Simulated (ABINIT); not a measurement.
# Calculated records

BaTiO3 (Barioperovskite): G0W0 with ABINIT, start to end. The structure is orthorhombic, space group Amm2 (No. 38). The conventional cell has a = 3.986 Å, b = 5.674 Å, c = 5.690 Å, α = 90.00°, β = 90.00°, γ = 90.00°. Nearest to Ba lie 12 O at 2.77 to 2.92 Å. Nearest to Ti lie 6 O at 1.93 to 2.09 Å. O has 2 Ti at 2.00 Å and 4 Ba at 2.77 to 2.92 Å nearest. Nearest to O lie 2 Ti at 1.93 to 2.09 Å and 4 Ba at 2.81 to 2.84 Å. Farther neighbours, and contacts between anions beyond the nearest, are not listed. The calculation used RPA screening on LDA, plane waves, norm-conserving pseudopotentials (and 2 further levels or steps) in ABINIT 10.8.3, with cutoff 38 Ha, PseudoDojo scalar-relativistic 0.4.1 standard, norm-conserving, potential set dojo-sr-lda-0.4.1-standard, ngkpt (2, 2, 2), nband 120, ecuteps 3.9 Ha, inclvkb 2, shiftk (0, 0, 0), symchi 1, awtr 1, frequency ppm, 2×2×2 k-mesh. The LDA gap is 1.82 eV, indirect, the G0W0 gap on the mesh is 3.41 eV and the GW settings are 2×2×2 mesh, 120 bands, screening to 106.1 eV, Godby-Needs plasmon pole. The known limits are short of the basis limit; no spin-orbit coupling; coarse k mesh. G0W0 moves the gap on the mesh from 1.82 eV to 3.41 eV (+1.59 eV), with Z of 0.76 and 0.78 at the edges. Local fields lower the RPA ε∞ on this mesh from 10.21 to 9.19; a Γ-centred mesh this coarse tends to raise both, most where the direct gap is narrow, while a short band sum lowers them. The program's warnings: nproc spkpt=  >= nkpt= * nsppol=. The cell and positions come from the Crystallography Open Database and are kept as given unless a step says otherwise. Limits: no spin-orbit coupling. The 2×2×2 mesh is coarse for this cell, which bears on the long-range parts of exchange and screening.

```xyz
5
Lattice="3.9855 0.0000 0.0000 0.0000 2.8369 2.8451 0.0000 -2.8369 2.8451" Properties=species:S:1:pos:R:3 pbc="T T T"
Ba    0.0000    0.0000    0.0000
Ti    1.9928    0.0000    2.9157
O     0.0000    0.0000    2.7735
O     1.9928   -1.3804    4.2594
O     1.9928    1.3804    4.2594
```

[Long decimals in the printed logs are rounded to 6 places.]

[Logs are printed without paths, hosts, clocks, repeated set-up lines and the standing remarks that a program may print on its own settings, such as how far it seeks lower states.]

[Paths, hosts, dates, memory and timing lines, banners, echoed tables and standing remarks are left out of the program output; an Ansatz launch command may be rebuilt from the run's recorded settings. Measured values are a selection of at most five: reports struck by readers or far from the other reports are left out. None is set beside runs whose start may be inverted or whose files or cutoffs have a known fault.]

[Runs of the session that timed out or met a known fault of the program may be left out.]

[Hosts, paths, dates, database ids (printed as entryN), source tags and the programs' standing remarks are cut or masked in the printed files.]

[G0W0 gaps are taken among the corrected bands and points alone; a level outside them can change the order at an edge.]

[Where Ansatz stands beside ABINIT at settings called matched, ABINIT's density can come from a denser mesh and the files from another edition; pairs whose starting gaps differed by over 0.03 eV were left out, so agreement reads better than it is.]
